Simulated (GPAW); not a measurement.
# zinc-blende (GaAs)₁₋ₓ(AlAs)ₓ at x = 0.875: the As K absorption edge

What does the As K edge look like in zinc-blende (GaAs)₁₋ₓ(AlAs)ₓ at x = 0.875?

Program: GPAW 26.7.0. Level of theory: X-ray absorption from dipole matrix elements to empty bands, plane-wave PAW LDA. Results are calculated unless marked as measured.

**1. The structure**

The cell holds 16 atoms: 7 Al, 8 As and 1 Ga. Cell: a = 8.004 Å, b = 8.004 Å, c = 8.004 Å, α = 60.0°, β = 60.0°, γ = 60.0°. 16-atom zinc-blende cell, 7 of 8 Ga sites taken by Al at random, lattice constants typed for the ends and interpolated (Vegard).

**2. Relaxation**

The cell was built by hand, so its atoms are relaxed first: near-edge features follow bond lengths closely.

relax.py reads:

```python
import numpy as np
from ase import Atoms
from ase.parallel import parprint, paropen
from gpaw import GPAW, PW, FermiDirac, Mixer, MixerDif, setup_paths
from ase.optimize import BFGS

atoms = Atoms('AlAsAlAsAlAsAlAsAlAsAlAsAlAsGaAs',
    cell=[[0, 5.66, 5.66],
     [5.66, 0, 5.66],
     [5.66, 5.66, 0]],
    scaled_positions=[[0.998485, 0.999044, 0.000531],
     [0.12725, 0.124838, 0.121903],
     [0.002702, 0.999457, 0.497479],
     [0.123086, 0.128668, 0.6259],
     [0.000373, 0.498398, 0.999423],
     [0.128654, 0.626564, 0.122834],
     [0.998203, 0.496241, 0.500207],
     [0.127113, 0.623169, 0.626938],
     [0.50184, 0.997203, 0.999847],
     [0.624773, 0.125922, 0.12897],
     [0.498811, 0.001694, 0.499848],
     [0.625097, 0.126938, 0.626428],
     [0.50349, 0.500756, 0.99956],
     [0.621865, 0.623898, 0.124688],
     [0.498289, 0.499453, 0.502037],
     [0.620192, 0.623948, 0.621407]],
    pbc=True)
atoms.calc = GPAW(legacy_gpaw=True, mode=PW(400, force_complex_dtype=True), xc='LDA', setups={},
    kpts={'size': (3, 3, 3), 'gamma': True}, occupations=FermiDirac(0.08),
    charge=0, mixer=Mixer(0.1, 5, 50), maxiter=150,
    convergence={'density': 0.0001, 'eigenstates': 1e-6}, txt='relax.txt')
steps = []
opt = BFGS(atoms, logfile='-')
opt.attach(lambda: steps.append([atoms.get_potential_energy(), float(np.linalg.norm(atoms.get_forces(), axis=1).max())]))
done = opt.run(fmax=0.05, steps=30)
out = dict(done=bool(done), steps=steps, frac=atoms.get_scaled_positions().tolist())
import json
with paropen('out.json', 'w') as f:
    json.dump(out, f)
```

Launch:

```console
$ OMP_NUM_THREADS=1 mpirun -n 4 gpaw python relax.py
```

Numbers of over 12 decimals in the logs are rounded to 6 here.

Log:

```text
Input parameters:
  convergence: {density: 0.0001,
                eigenstates: 1e-06}
  kpts: {gamma: True,
         size: (3, 3, 3)}
  maxiter: 150
  mixer: {backend: pulay,
          beta: 0.1,
          method: separate,
          nmaxold: 5,
          weight: 50}
  mode: {ecut: 400.0,
         force_complex_dtype: True,
         name: pw}
  occupations: {fixmagmom: False,
                name: fermi-dirac,
[...]
No difference between direct/indirect transitions

Forces in eV/Ang:
[...]
14 Ga    0.02458    0.02444    0.02099
 15 As   -0.00995    0.01197   -0.00071
Step     Time          Energy          fmax
BFGS:    0 02:05:22      -82.921107        0.753698
BFGS:    1 02:05:28      -82.953129        0.573376
BFGS:    2 02:05:36      -83.000054        0.080985
BFGS:    3 02:05:40      -83.000745        0.064849
BFGS:    4 02:05:45      -83.001628        0.045258
[key lines of the parts left out:]
Converged after 6 iterations.
Dipole moment: (-26.264237, -26.240997, -26.194285) |e|*Ang
Free energy:    -83.001628
Fermi level: 4.75570
```

Run time: 38 s. Hardware: 4 MPI ranks of AMD EPYC 9R45, shared host; peak memory 0.33 GiB; 2.5 min of CPU time.

In 4 steps the energy fell by 81 meV (energies extrapolated to zero smearing) and the largest force to 0.045 eV/Å. Atom 16 (As; the text counts from 1, the script from 0) is among those that moved most, by 0.05 Å.

**3. Ground state of the crystal**

A plain self-consistent run shows whether there is a gap, which decides the set-up of the core-hole run.

scf.py reads:

```python
import numpy as np
from ase import Atoms
from ase.parallel import parprint, paropen
from gpaw import GPAW, PW, FermiDirac, Mixer, MixerDif, setup_paths
from gpaw.test import gen
setup_paths.insert(0, '.')
gen('As', name='nch1s', xcname='LDA', corehole=(1, 0, 0), write_xml=True)
from gpaw.mpi import world
world.barrier()

atoms = Atoms('AlAsAlAsAlAsAlAsAlAsAlAsAlAsGaAs',
    cell=[[0, 5.66, 5.66],
     [5.66, 0, 5.66],
     [5.66, 5.66, 0]],
    scaled_positions=[[0.9992163, 0.9995524, 0.0005914],
     [0.1265547, 0.1243378, 0.1234389],
     [0.0022467, 0.9998459, 0.4981649],
     [0.1240386, 0.1252881, 0.6255947],
     [0.0004718, 0.4993323, 0.0009013],
     [0.1265072, 0.6245021, 0.1241984],
     [0.9983816, 0.5006815, 0.4989307],
     [0.1225653, 0.624754, 0.6255097],
     [0.5013731, 0.9994027, 0.0007907],
     [0.624412, 0.1251876, 0.1264382],
     [0.4986937, 0.0009779, 0.501624],
     [0.6270154, 0.1232608, 0.6256612],
     [0.5013868, 0.499784, 0.9980297],
     [0.625659, 0.6243678, 0.1245307],
     [0.4981229, 0.4988153, 0.499957],
     [0.6235774, 0.6261044, 0.6236443]],
    pbc=True)
atoms.calc = calc = GPAW(legacy_gpaw=True, mode=PW(400, force_complex_dtype=True), xc='LDA', setups={1: 'nch1s'},
    kpts={'size': (3, 3, 3), 'gamma': True}, occupations=FermiDirac(0.05),
    charge=0, mixer=Mixer(0.1, 5, 50), maxiter=150,
    convergence={'density': 0.0001, 'eigenstates': 1e-6}, txt='scf.txt')
energy = atoms.get_potential_energy() + calc.get_reference_energy()
ef = calc.get_fermi_level()
out = dict(energy=energy, fermi=ef, forces=atoms.get_forces().tolist())
parprint(f'all-electron energy {energy:.4f} eV, Fermi level {ef:.4f} eV')
ev = np.array([[calc.get_eigenvalues(k, s) for k in range(len(calc.get_ibz_k_points()))] for s in range(calc.get_number_of_spins())])
out['homo'], out['lumo'], out['counts'] = ev[ev < ef].max(), ev[ev > ef].min(), sorted(set((ev < ef).sum((0, 2)).tolist()))
out['filled'] = (ev[:, 0] < ef).sum(1).tolist()
import json
with paropen('out.json', 'w') as f:
    json.dump(out, f)
```

Launch:

```console
$ OMP_NUM_THREADS=1 mpirun -n 4 gpaw python scf.py
```

Log:

```text
Input parameters:
  convergence: {density: 0.0001,
                eigenstates: 1e-06}
  kpts: {gamma: True,
         size: (3, 3, 3)}
  maxiter: 150
  mixer: {backend: pulay,
          beta: 0.1,
          method: separate,
          nmaxold: 5,
          weight: 50}
  mode: {ecut: 400.0,
         force_complex_dtype: True,
         name: pw}
  occupations: {fixmagmom: False,
                name: fermi-dirac,
                width: 0.05}
  setups: {1: nch1s}

Initialize ...

[... PAW data sets ...]

Reference energy: -590216.267836  # eV

Spin-paired calculation

[... convergence settings ...]
Symmetries present (total): 1
  [... symmetry matrices ...]

27 k-points: 3 x 3 x 3 Monkhorst-Pack grid
14 k-points in the irreducible part of the Brillouin zone
       k-points in crystal coordinates                weights
   0:     0.00000000    0.00000000    0.00000000          1/27
   1:     0.00000000    0.00000000    0.33333333          2/27
   2:     0.00000000    0.33333333   -0.33333333          2/27
   3:     0.00000000    0.33333333    0.00000000          2/27
   4:     0.00000000    0.33333333    0.33333333          2/27
   5:     0.33333333   -0.33333333   -0.33333333          2/27
   6:     0.33333333   -0.33333333    0.00000000          2/27
   7:     0.33333333   -0.33333333    0.33333333          2/27
   8:     0.33333333    0.00000000   -0.33333333          2/27
   9:     0.33333333    0.00000000    0.00000000          2/27
          ...
  13:     0.33333333    0.33333333    0.33333333          2/27

Wave functions: Plane wave expansion
  Cutoff energy: 400.000 eV
  Number of coefficients (min, max): 6573, 6615
  Pulay-stress correction: 0.000000 eV/Ang^3 (de/decut=0.000000)
  Using FFTW library
  Wavefunction extrapolation:
    Improved wavefunction reuse through dual PAW basis

Occupation numbers: Fermi-Dirac:
  width: 0.0500  # eV

Eigensolver
   Davidson(niter=2)

Densities:
  Coarse grid: 40*40*40 grid
  Fine grid: 80*80*80 grid
  Total Charge: 0.000000

Density mixing:
  Method: separate
  Backend: pulay
  Linear mixing parameter: 0.1
  old densities: 5
  Width of damping distribution: 1.1
  Damping of long wavelength oscillations: 50

[... Hamiltonian set-up ...]
Number of atoms: 16
Number of atomic orbitals: 64
Number of bands in calculation: 43
Number of valence electrons: 64
Bands to converge: occupied

... initialized

Initializing position-dependent things.

Density initialized from atomic densities
Creating initial wave functions:
  43 bands from LCAO basis set

                     Al
                       Al

                          As
                   Al         Al
                 As  Ga
                   As
                          Al
          As            As
              Al
               As

                 As
        As Al

Atomic positions and initial magnetic moments

Positions:
   0 Al     5.660814    5.658912   11.313031    ( 0.0000,  0.0000,  0.0000)
   1 As     1.402416    1.414964    1.420052    ( 0.0000,  0.0000,  0.0000)
   2 Al     8.478741    2.832330    5.671844    ( 0.0000,  0.0000,  0.0000)
   3 As     4.249997    4.242924    1.411189    ( 0.0000,  0.0000,  0.0000)
   4 Al     2.831322    0.007772    2.828891    ( 0.0000,  0.0000,  0.0000)
   5 As     4.237645    1.418994    4.250713    ( 0.0000,  0.0000,  0.0000)
   6 Al     5.657805    8.474788    8.484697    ( 0.0000,  0.0000,  0.0000)
[...]
13 As     4.238766    4.246074    7.075152    ( 0.0000,  0.0000,  0.0000)
  14 Ga     5.653051    5.649132    5.642670    ( 0.0000,  0.0000,  0.0000)
  15 As     7.073578    7.059275    7.073199    ( 0.0000,  0.0000,  0.0000)

Unit cell:
           periodic     x           y           z      points  spacing
  1. axis:    yes    0.000000    5.660000    5.660000    40     0.1634
  2. axis:    yes    5.660000    0.000000    5.660000    40     0.1634
  3. axis:    yes    5.660000    5.660000    0.000000    40     0.1634

  Lengths:   8.004449   8.004449   8.004449
  Angles:   60.000000  60.000000  60.000000

Effective grid spacing dv^(1/3) = 0.1783

iter:   1   -84.618244
iter:   2   -84.130147   -2.18  -0.81
iter:   3   -83.120283   -1.55  -0.86
iter:   4   -83.031027   -2.97  -1.35
iter:   5   -83.028946   -2.92  -1.37
iter:   6   -83.023463c  -2.94  -1.98
iter:   7   -83.015595c  -4.69  -1.94
iter:   8   -83.004354c  -3.75  -2.02
iter:   9   -83.002329c  -4.00  -2.36
iter:  10   -83.001650c  -5.12  -2.74
iter:  11   -83.001657c  -5.72  -3.30
iter:  12   -83.001624c  -6.43c -3.24
iter:  13   -83.001624c  -7.33c -3.67
iter:  14   -83.001623c  -7.79c -4.02c

Converged after 14 iterations.

Dipole moment: (-26.265444, -26.242286, -26.195839) |e|*Ang

Energy contributions relative to reference atoms: (reference = -590216.267836)

Kinetic:       +162.785749
Potential:     -145.268984
External:        +0.000000
XC:            -100.483624
Entropy (-ST):   -0.000002
Local:           -0.034762
SIC:             +0.000000
--------------------------
Free energy:    -83.001624
Extrapolated:   -83.001623

Showing only first 2 kpts
 Kpt  Band  Eigenvalues  Occupancy
  0    30      4.13484    1.99999
  0    31      4.13784    1.99999
  0    32      5.29184    0.00003
  0    33      5.47842    0.00000

  1    30      3.86145    2.00000
  1    31      3.86465    2.00000
  1    32      5.91937    0.00000
  1    33      6.14578    0.00000

Fermi level: 4.74024

Gap: 1.154 eV
Transition (v -> c):
  (s=0, k=0, n=31, [0.00, 0.00, 0.00]) -> (s=0, k=0, n=32, [0.00, 0.00, 0.00])
No difference between direct/indirect transitions

Forces in eV/Ang:
  0 Al   -0.01192    0.00493    0.01114
  1 As    0.02847    0.00941   -0.00217
  2 Al    0.00582   -0.00363   -0.01246
  3 As    0.00732   -0.01587    0.01845
  4 Al   -0.02921   -0.00471    0.00045
  5 As    0.01726   -0.01489   -0.01000
  6 Al   -0.02764    0.03107   -0.01116
[...]
13 As   -0.01999   -0.03066    0.00973
 14 Ga    0.02429    0.02494    0.02248
 15 As   -0.00941    0.01342    0.00294
Scalar-relativistic atomic LDA calculation for As (Arsenic, Z=33)
Core hole in 1s state (1s occupation: 2.0)
600 radial gridpoints.
|------------------------------------------------|
|------------------------------------------------|
[... the atom generator's iteration count ...]

Energy contributions:
-------------------------
Kinetic:    +2298.810624
XC:           -80.495842
Potential:  -4475.454781
-------------------------
Total:      -2257.139999

state      eigenvalue         ekin         rmax
-----------------------------------------------
1s^2.0 :  -429.649646   549.714764        0.030
2s^2.0 :   -54.524652   106.313752        0.170
2p^6.0 :   -47.885737   103.662753        0.136
3s^2.0 :    -6.960589    24.669262        0.522
3p^6.0 :    -4.903404    22.221985        0.521
3d^10.0:    -1.502997    17.049353        0.475
4s^2.0 :    -0.539904     3.098002        1.606
4p^3.0 :    -0.196323     1.805704        1.971
-----------------------------------------------
(units: Bohr and Hartree)

Generating PAW setup
Kinetic energy of the core from tauc = 2313.918695
Cutoffs:
rc(s)=2.000
rc(p)=2.000
rc(d)=2.000
rc(vbar)=1.800
rc(comp)=2.000
rc(nct)=2.000

Kinetic energy of the core states: 2287.197508
Charge: 0.0
Core electrons: 28.0
Valence electrons: 5.0
Pseudo-core charge: 1.220635
Shape function alpha=2.500
Pseudo-electron charge 6.693983
state    eigenvalue         norm
--------------------------------
4s(2) :    -0.539904     1.201804
*s    :     0.460096
4p(3) :    -0.196323     1.023247
*p    :     0.803677
*d    :     0.000000
--------------------------------

Diagonalizing with gridspacing h=0.050

state   all-electron     PAW
-------------------------------
4s:      -0.539904    -0.540221
4p:      -0.196323    -0.196570
*d:                    0.036990
*f:                    0.071517
-------------------------------
all-electron energy -590299.2695 eV, Fermi level 4.7402 eV
```

Run time: 14 s. Hardware: 4 MPI ranks; peak memory 0.32 GiB; 56 s of CPU time.

The mesh shows a gap of 1.15 eV. The excited electron is kept all the same, so that all members of the series, with or without a gap, are treated alike.

**4. Cell without a hole, the energy reference**

The photon energy needs a difference of total energies, so the cell and mesh of the coming hole run are first run without a hole.

scf.py: that of step 3 with these lines changed.

```diff
@@ -32,3 +32,3 @@
 atoms.calc = calc = GPAW(legacy_gpaw=True, mode=PW(400, force_complex_dtype=True), xc='LDA', setups={1: 'nch1s'},
-    kpts={'size': (3, 3, 3), 'gamma': True}, occupations=FermiDirac(0.05),
+    kpts={'size': (3, 3, 3), 'gamma': True}, occupations=FermiDirac(0.02),
     charge=0, mixer=Mixer(0.1, 5, 50), maxiter=150,
```

Log:

```text
Input parameters:
  convergence: {density: 0.0001,
                eigenstates: 1e-06}
  kpts: {gamma: True,
         size: (3, 3, 3)}
  maxiter: 150
  mixer: {backend: pulay,
          beta: 0.1,
          method: separate,
          nmaxold: 5,
          weight: 50}
  mode: {ecut: 400.0,
         force_complex_dtype: True,
         name: pw}
  occupations: {fixmagmom: False,
                name: fermi-dirac,
[...]
4s(2) :    -0.539904     1.201804
*s    :     0.460096
4p(3) :    -0.196323     1.023247
*p    :     0.803677
*d    :     0.000000
--------------------------------

Diagonalizing with gridspacing h=0.050

state   all-electron     PAW
-------------------------------
4s:      -0.539904    -0.540221
4p:      -0.196323    -0.196570
*d:                    0.036990
*f:                    0.071517
-------------------------------
all-electron energy -590299.2695 eV, Fermi level 4.7134 eV
[key lines of the parts left out:]
Converged after 14 iterations.
Dipole moment: (-26.265443, -26.242285, -26.195838) |e|*Ang
Free energy:    -83.001624
Fermi level: 4.71339
```

It took 14 s on 4 MPI ranks; peak memory 0.32 GiB.

Reference energy: -590299.270 eV with the cores included.

(Continued in part 2 of 2.)

[Banner, clock and machine lines of the logs are left out without a mark of their own.]

[Logs are printed without paths, hosts, clocks, repeated set-up lines and the standing remarks that a program may print on its own settings, such as how far it seeks lower states.]

[Hosts, paths, dates, database ids (printed as entryN), source tags and the programs' standing remarks are cut or masked in the printed files.]

[Lists of maxima count a maximum above −3 eV only where it reaches 4 % of the highest in the window and stands out from its surroundings by 2 % of it (1.5 % where it reaches 55 %); shoulders and weaker maxima are passed over, and of the rest the first, up to two pre-edge ones and the few strongest are named.]
